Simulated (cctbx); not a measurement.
# Accept or mend?

Cell a = 6.5420 Å, b = 6.8130 Å, c = 17.0320 Å, α = 90.00°, β = 90.00°, γ = 90.00°; space group P2_12_12_1 (no. 19).

Simulated single-crystal data (cctbx): Mo Kα, λ = 0.71073 Å, to d = 0.6 Å, 80 % of the full sphere, strongest reflection 40000 counts, noise from counting, a 4 % proportional error and a noise floor of 2 counts (s.d.); no absorption.

An anisotropic refinement with weights 1/σ² prints:

```text
Rint 0.032, 3681 unique reflections to 0.60 A
cycle     R1     wR2    GooF  max shift (A)
   1  0.1096  0.2999   8.098   0.01116
   2  0.1039  0.2697   7.282   0.00007
final R1 0.1039 wR2 0.2697 GooF 7.282  parameters 54  data/parameter 68.2
atom        x        y        z      Ueq    occ   su(xyz)  su(Uiso or U11)
Sm1    0.79022  0.01628  0.77167   0.0047  1.000  0.00010  0.0002
Rb1    0.01890  0.50412  0.46925   0.0053  1.000  0.00019  0.0004
Ge1    0.70966  0.48666  0.66103   0.0047  1.000  0.00022  0.0005
S1     0.61010  0.42185  0.78621   0.0210  1.000  0.00075  0.0018
S2     0.90476  0.76351  0.65120   0.0076  1.000  0.00057  0.0012
S3     0.94086  0.23353  0.64037   0.0111  1.000  0.00071  0.0017
difference map: max 50.65 min -4.29 rms 1.50
Q1    0.0539  0.5100  0.0827    4   53.37  2.18 A from Ge1
Q2    0.2088  0.5111  0.7254    4   25.92  0.06 A from Sm1
Q3    0.0343  0.5076  0.4669    4   14.56  0.11 A from Rb1
Q4    0.1917  0.0032  0.3438    4   10.05  0.16 A from Ge1
Q5    0.1328  0.4859  0.5826    4    7.74  2.07 A from Rb1
Q6    0.0535  0.5198  0.3704    4    5.25  1.70 A from Rb1
```

Q: Accept it or mend it, and why?

Mend it. The fault: an atom left out, S at (0.5548, 0.9848, 0.9171). Against the right model at the same level, R1 goes from 0.0135 to 0.1039 and GooF from 0.93 to 7.28, U of Ge1 shrinks from 0.0075 to 0.0047 Å², U of Rb1 shrinks from 0.0079 to 0.0053 Å², U of Sm1 shrinks from 0.0069 to 0.0047 Å² and the top difference peak, 53.4 e/Å³, lies 2.18 Å from Ge1. Q1 is the missing atom. With scattering power missing, scale and phases suffer, so peaks may also grow on the heavy atoms.

The compound is RbSmGeS4. The right model at the same level gives:

```text
Rint 0.032, 3681 unique reflections to 0.60 A
cycle     R1     wR2    GooF  max shift (A)
   1  0.0322  0.0948   2.564   0.00811
   2  0.0135  0.0342   0.925   0.00004
final R1 0.0135 wR2 0.0342 GooF 0.925  parameters 63  data/parameter 58.4
atom        x        y        z      Ueq    occ   su(xyz)  su(Uiso or U11)
Sm1    0.79050  0.01611  0.77181   0.0069  1.000  0.00001  0.0000
Rb1    0.01871  0.50399  0.46931   0.0079  1.000  0.00003  0.0001
Ge1    0.70950  0.48717  0.66081   0.0075  1.000  0.00003  0.0001
S1     0.61027  0.42164  0.78701   0.0234  1.000  0.00010  0.0002
S2     0.90536  0.76424  0.65161   0.0107  1.000  0.00007  0.0002
S3     0.94050  0.23328  0.64093   0.0143  1.000  0.00009  0.0002
S4     0.55469  0.98493  0.91715   0.0206  1.000  0.00010  0.0002
Flack x: 0.009(4)
Hooft y: 0.015(5)  Bijvoet pairs: 1554
difference map: max 0.48 min -0.50 rms 0.12
Q1    0.0492  0.2109  0.2270    4    0.50  1.02 A from S1
Q2    0.1953  0.8594  0.1661    4    0.46  1.78 A from S1
Q3    0.1977  0.5170  0.1414    4    0.44  1.37 A from S4
Q4    0.2102  0.0858  0.3623    4    0.43  0.63 A from Ge1
Q5    0.2259  0.0917  0.0950    4    0.43  2.03 A from Rb1
Q6    0.1363  0.9416  0.4013    4    0.43  1.26 A from Ge1
```

The model is made up (kin elements in a known structure type, no relaxation), so it says nothing on whether the phase exists.

[Middle refinement cycles are left out of these outputs.]

[Logs are printed without paths, hosts, clocks, repeated set-up lines and the standing remarks that a program may print on its own settings, such as how far it seeks lower states.]
